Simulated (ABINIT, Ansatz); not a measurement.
# ZnWO4 (P2/c): G0W0 with ABINIT, start to end

Aim: the G0W0 gap of ZnWO4 (P2/c) on LDA, step by step.

Method: LDA and many-body steps on it, plane waves, in ABINIT 10.8.3.

**The experiments to reproduce.**

- Gap 3.9 eV: direct gap from absorption edge with Urbach fit (lower value of the range); optical absorption; 300 K; bulk crystal (thin cleaved platelet of Czochralski crystal, 10-30 um thick) (“Optical absorption of divalent metal tungstates: Correlation between the band-gap energy and the cation ionic radius”, 2008, arxiv:0807.2115).

**1. Starting point**

It takes space group P2/c (No. 13, monoclinic). Conventional cell: a = 4.699 Å, b = 5.729 Å, c = 4.937 Å, α = 90.00°, β = 90.61°, γ = 90.00°. Nearest to Zn lie 6 O at 2.03 to 2.23 Å. Nearest to W lie 6 O at 1.80 to 2.14 Å. O has 2 W at 1.92 to 2.14 Å and 1 Zn at 2.03 Å nearest. Nearest to O lie 1 W at 1.80 Å and 2 Zn at 2.09 to 2.23 Å. Farther neighbours, and contacts between anions beyond the nearest, are not listed.

The cell and positions come from the Crystallography Open Database and are kept as given unless a step says otherwise.

**2. Ground state**

This step: ABINIT 10.8.3; DFT, LDA, plane waves, norm-conserving pseudopotentials.

The ground-state density comes first.

The input, run.abi:

```
acell 3*1.0 Angstrom
rprim 
  4.698600000000 0.000000000000 0.000000000000
  0.000000000000 5.729300000000 0.000000000000
  -0.052988409000 0.000000000000 4.936415614400
ntypat 3
znucl 30 74 8
natom 12
typat 1 1 2 2 3 3 3 3 3 3 3 3
xred 
  0.500000000000 0.684000000000 0.250000000000
  0.500000000000 0.316000000000 0.750000000000
  0.000000000000 0.182580000000 0.250000000000
  0.000000000000 0.817420000000 0.750000000000
  0.216900000000 0.105100000000 0.936300000000
  0.783100000000 0.105100000000 0.563700000000
  0.783100000000 0.894900000000 0.063700000000
  0.216900000000 0.894900000000 0.436300000000
  0.256500000000 0.377700000000 0.399600000000
  0.743500000000 0.377700000000 0.100400000000
  0.743500000000 0.622300000000 0.600400000000
  0.256500000000 0.622300000000 0.899600000000
pp_dirpath "pseudos"
pseudos "Zn.upf, W.upf, O.upf"
ecut 36
ngkpt 4 4 4
nshiftk 1
shiftk 0 0 0
kptopt 1
chksymbreak 0
nband 68
occopt 1
tolvrs 1e-10
nstep 60
prtwf 0
optforces 0
optstress 0
indata_prefix "in"
outdata_prefix "out"
tmpdata_prefix "tmp"
```

Launch:

```
$ OMP_NUM_THREADS=1 mpirun -n 16 abinit run.abi > log
```

The program printed:

```text
.Version 10.8.3 of ABINIT. v10.8.2 released Aug 2026.

 Symmetries : space group P2/c (# 13); Bravais mP (primitive monocl.)
================================================================================
 Values of the parameters that define the memory need of the present run
     intxc =       0    ionmov =       0      iscf =       7    lmnmax =       8
     lnmax =       8     mgfft =      60  mpssoang =       4    mqgrid =    3001
     natom =      12  nloc_mem =       1    nspden =       1   nspinor =       1
    nsppol =       1      nsym =       4    n1xccc =    2501    ntypat =       3
    occopt =       1   xclevel =       1
-    mband =          68        mffmem =           1         mkmem =           2
       mpw =        9272          nfft =      155520          nkpt =          30
================================================================================
  Rough estimation (10% accuracy) of disk space for files :
================================================================================

--------------------------------------------------------------------------------
------------- Echo of variables that govern the present computation ------------
--------------------------------------------------------------------------------
 -outvars: echo values of preprocessed input variables --------
            acell      1.8897261259E+00  1.8897261259E+00  1.8897261259E+00 Bohr

      chksymbreak           0
             ecut      3.60000000E+01 Hartree
-          fftalg         312

              ixc       -1012
              kpt      0.00000000E+00  0.00000000E+00  0.00000000E+00
                       2.50000000E-01  0.00000000E+00  0.00000000E+00
                       5.00000000E-01  0.00000000E+00  0.00000000E+00
                       0.00000000E+00  2.50000000E-01  0.00000000E+00
                       2.50000000E-01  2.50000000E-01  0.00000000E+00
                       5.00000000E-01  2.50000000E-01  0.00000000E+00
                       0.00000000E+00  5.00000000E-01  0.00000000E+00
                       2.50000000E-01  5.00000000E-01  0.00000000E+00
                       5.00000000E-01  5.00000000E-01  0.00000000E+00
   [... 19 further rows ...]
                       2.50000000E-01  5.00000000E-01  5.00000000E-01
                       5.00000000E-01  5.00000000E-01  5.00000000E-01
         kptrlatt        4    0    0      0    4    0      0    0    4
          kptrlen      3.55162687E+01
P           mkmem           2
            natom          12
            nband          68
            ngfft          48      60      54
             nkpt          30
            nstep          60
             nsym           4
           ntypat           3
              occ      2.000000  2.000000  2.000000  2.000000  2.000000  2.000000
                       2.000000  2.000000  2.000000  2.000000  2.000000  2.000000
                       2.000000  2.000000  2.000000  2.000000  2.000000  2.000000
                       2.000000  2.000000  2.000000  2.000000  2.000000  2.000000
                       2.000000  2.000000  2.000000  2.000000  2.000000  2.000000
                       2.000000  2.000000  2.000000  2.000000  2.000000  2.000000
                       2.000000  2.000000  2.000000  2.000000  2.000000  2.000000
                       2.000000  2.000000  2.000000  2.000000  2.000000  2.000000
                       2.000000  2.000000  2.000000  2.000000  2.000000  2.000000
                       2.000000  2.000000  2.000000  2.000000  0.000000  0.000000
                       0.000000  0.000000  0.000000  0.000000  0.000000  0.000000
                       0.000000  0.000000
        optforces           0
        optstress           0
            prtwf           0
            rprim      4.6986000000E+00  0.0000000000E+00  0.0000000000E+00
[...]
spgroup          13

           tolvrs      1.00000000E-10

             xred      5.0000000000E-01  6.8400000000E-01  2.5000000000E-01
[...]
znucl       30.00000   74.00000    8.00000

================================================================================

 chkinp: Checking input parameters for consistency.

================================================================================
== DATASET  1 ==================================================================
-   mpi_nproc: 16, omp_nthreads: 1 (-1 if OMP is not activated)

--- !DatasetInfo
iteration_state: {dtset: 1, }
dimensions: {natom: 12, nkpt: 30, mband: 68, nsppol: 1, nspinor: 1, nspden: 1, mpw: 9272, }
cutoff_energies: {ecut:  36.0, pawecutdg:  -1.0, }
electrons: {nelect:   1.16000000E+02, charge:   0.00000000E+00, occopt:   1.00000000E+00, tsmear:   1.00000000E-02, }

 Real(R)+Recip(G) space primitive vectors, cartesian coordinates (Bohr,Bohr^-1):
 R(1)=  8.8790672  0.0000000  0.0000000  G(1)=  0.1126244  0.0000000  0.0012089
 R(2)=  0.0000000 10.8268079  0.0000000  G(2)=  0.0000000  0.0923633  0.0000000
 R(3)= -0.1001336  0.0000000  9.3284736  G(3)=  0.0000000  0.0000000  0.1071987
 Unit cell volume ucvol=  8.9676440E+02 bohr^3
 Angles (23,13,12)=  9.00000000E+01  9.06150000E+01  9.00000000E+01 degrees

 getcut: wavevector=  0.0000  0.0000  0.0000  ngfft=  48  60  54
         ecut(hartree)=     36.000   => boxcut(ratio)=   2.00162

[...]
pspatm : epsatm=    6.27558587
         --- l  ekb(1:nproj) -->
[...]
2   -1.033686
 pspatm: atomic psp has been read  and splines computed

   1.46412266E+04                                ecore*ucvol(ha*bohr**3)
--------------------------------------------------------------------------------

_setup2: Arith. and geom. avg. npw (full set) are    9252.703    9252.693

================================================================================

--- !BeginCycle
iteration_state: {dtset: 1, }
solver: {iscf: 7, nstep: 60, nline: 4, wfoptalg: 0, }
tolerances: {tolvrs: 1.00E-10, }

     iter   Etot(hartree)      deltaE(h)  residm     vres2
 ETOT  1  -690.42984217801    -6.904E+02 2.915E-01 3.885E+04
 ETOT  2  -689.66785004613     7.620E-01 3.097E-01 7.146E+04
 ETOT  3  -700.51441466066    -1.085E+01 8.458E-02 1.060E+04
 ETOT  4  -701.03732073498    -5.229E-01 1.047E-01 7.737E+03
 ETOT  5  -701.71259956049    -6.753E-01 3.876E-02 2.004E+03
 ETOT  6  -701.80944264906    -9.684E-02 5.935E-02 1.534E+03
 ETOT  7  -701.86087911696    -5.144E-02 8.449E-03 1.069E+03
 ETOT  8  -701.90466336666    -4.378E-02 8.207E-03 7.141E+02
 ETOT  9  -701.98888174362    -8.422E-02 1.088E-02 2.320E+01
 ETOT 10  -701.99192166620    -3.040E-03 6.298E-03 1.696E-01
[...]
ETOT 14  -701.99196331862    -5.096E-09 5.296E-04 2.814E-06
 ETOT 15  -701.99196331901    -3.932E-10 3.906E-04 3.910E-08
 ETOT 16  -701.99196331901     1.592E-12 3.103E-04 1.166E-09
 ETOT 17  -701.99196331902    -1.046E-11 2.915E-04 4.729E-10
 ETOT 18  -701.99196331902     1.137E-13 2.400E-04 6.422E-12

 At SCF step   18       vres2   =  6.42E-12 < tolvrs=  1.00E-10 =>converged.

--- !ResultsGS
iteration_state: {dtset: 1, }
comment   : Summary of ground state results
lattice_vectors:
- [  8.8790672,   0.0000000,   0.0000000, ]
- [  0.0000000,  10.8268079,   0.0000000, ]
- [ -0.1001336,   0.0000000,   9.3284736, ]
lattice_lengths: [   8.87907,   10.82681,    9.32901, ]
lattice_angles: [ 90.000,  90.615,  90.000, ] # degrees, (23, 13, 12)
lattice_volume:   8.9676440E+02
convergence: {deltae:  1.137E-13, res2:  6.422E-12, residm:  2.400E-04, diffor:  0.000E+00, }
etotal    :  -7.01991963E+02
entropy   :   0.00000000E+00
fermie    :   1.92198097E-01
cartesian_stress_tensor: null
pressure_GPa: null
xred      :
- [  5.0000E-01,   6.8400E-01,   2.5000E-01, Zn]
- [  5.0000E-01,   3.1600E-01,   7.5000E-01, Zn]
- [ -9.5522E-21,   1.8258E-01,   2.5000E-01,  W]
- [ -2.8657E-20,   8.1742E-01,   7.5000E-01,  W]
- [  2.1690E-01,   1.0510E-01,   9.3630E-01,  O]
- [  7.8310E-01,   1.0510E-01,   5.6370E-01,  O]
- [  7.8310E-01,   8.9490E-01,   6.3700E-02,  O]
- [  2.1690E-01,   8.9490E-01,   4.3630E-01,  O]
- [  2.5650E-01,   3.7770E-01,   3.9960E-01,  O]
- [  7.4350E-01,   3.7770E-01,   1.0040E-01,  O]
- [  7.4350E-01,   6.2230E-01,   6.0040E-01,  O]
- [  2.5650E-01,   6.2230E-01,   8.9960E-01,  O]
cartesian_forces: null
force_length_stats: {min: null, max: null, mean: null, }

 Integrated electronic density in atomic spheres:
 ------------------------------------------------
 Atom  Sphere_radius  Integrated_density
[...]
================================================================================

 ----iterations are completed or convergence reached----

 Mean square residual over all n,k,spin=   68.287E-08; max=  23.998E-05
 reduced coordinates (array xred) for   12 atoms
[...]
0.216900      0.894900      0.436300
       0.256500      0.377700      0.399600
       0.743500      0.377700      0.100400
       0.743500      0.622300      0.600400
       0.256500      0.622300      0.899600
 rms dE/dt=  0.0000E+00; max dE/dt=  0.0000E+00; dE/dt below (all hartree)
    1       0.000000      0.000000      0.000000
    2       0.000000      0.000000      0.000000
    3       0.000000      0.000000      0.000000
    4       0.000000      0.000000      0.000000
    5       0.000000      0.000000      0.000000
    6       0.000000      0.000000      0.000000
    7       0.000000      0.000000      0.000000
    8       0.000000      0.000000      0.000000
    9       0.000000      0.000000      0.000000
   10       0.000000      0.000000      0.000000
[...]
cartesian coordinates (angstrom) at end:
[...]
9      1.184017     2.163957     1.972592
   10      3.488089     2.163957     0.495616
   11      3.461595     3.565343     2.963824
   12      1.157523     3.565343     4.440799
 length scales=  1.889726  1.889726  1.889726 bohr
              =  1.000000  1.000000  1.000000 angstroms
 prteigrs : about to open file out_EIG
 Fermi (or HOMO) energy (hartree) =   0.19220   Average Vxc (hartree)=  -0.44797
 Eigenvalues (hartree) for nkpt=  30  k points:
 kpt#   1, nband= 68, wtk=  0.01563, kpt=  0.0000  0.0000  0.0000 (reduced coord)
  -4.29999   -4.29999   -2.63234   -2.63232   -2.63224   -2.63222   -2.63180   -2.63180
  -2.53222   -2.53195   -1.22260   -1.22132   -1.22043   -1.21791   -1.21788   -1.21615
  -0.46916   -0.41955   -0.41413   -0.40790   -0.40691   -0.40415   -0.39423   -0.38868
  -0.03787   -0.02921   -0.01900   -0.01072   -0.00168    0.00478    0.00624    0.01179
   0.01841    0.03358    0.03659    0.04158    0.04200    0.04775    0.05482    0.05886
   0.06090    0.06352    0.08643    0.08667    0.09119    0.11134    0.11175    0.11644
   0.12272    0.12837    0.13857    0.14925    0.15475    0.16393    0.16701    0.17938
   0.18265    0.18307    0.31511    0.33182    0.33281    0.33322    0.35953    0.37025
   0.39145    0.45309    0.49780    0.50106
 prteigrs : prtvol=0 or 1, do not print more k-points.

--- !EnergyTerms
iteration_state     : {dtset: 1, }
comment             : Components of total free energy in Hartree
kinetic             :  3.134173E+02
hartree             :  2.218332E+02
xc                  : -1.099990E+02
Ewald energy        : -4.214967E+02
psp_core            :  1.632673E+01
local_psp           : -6.297846E+02
non_local_psp       : -9.228889E+01
total_energy        : -7.019920E+02
total_energy_eV     : -1.910217E+04
band_energy         : -7.504964E+01

== END DATASET(S) ==============================================================
================================================================================

 -outvars: echo values of variables after computation  --------
           etotal     -7.0199196332E+02
            nband          68
             nkpt          30
          spgroup          13
 [... the other variables as echoed above ...]

 Calculation completed.
```

Wall time 3.7 min (16 MPI ranks of Arm Neoverse N1, shared host); peak memory 1.8 GiB.

This step gave:

```
total energy               : -19102.1745 eV
gap                        : 2.882 eV
k of the valence top       : 0, 0.25, 0.25
k of the conduction bottom : 0, 0.5, 0
least direct gap           : 2.885 eV
```

The gap is indirect, with the least direct gap 0.003 eV higher.

[end of part 1 of 3]

[Long decimals in the printed logs are rounded to 6 places.]

[Logs are printed without paths, hosts, clocks, repeated set-up lines and the standing remarks that a program may print on its own settings, such as how far it seeks lower states.]

[Paths, hosts, dates, memory and timing lines, banners, echoed tables and standing remarks are left out of the program output; an Ansatz launch command may be rebuilt from the run's recorded settings. Measured values are a selection of at most five: reports struck by readers or far from the other reports are left out. None is set beside runs whose start may be inverted or whose files or cutoffs have a known fault.]

[Runs of the session that timed out or met a known fault of the program may be left out.]

[Hosts, paths, dates, database ids (printed as entryN), source tags and the programs' standing remarks are cut or masked in the printed files.]

[G0W0 gaps are taken among the corrected bands and points alone; a level outside them can change the order at an edge.]

[Where Ansatz stands beside ABINIT at settings called matched, ABINIT's density can come from a denser mesh and the files from another edition; pairs whose starting gaps differed by over 0.03 eV were left out, so agreement reads better than it is.]
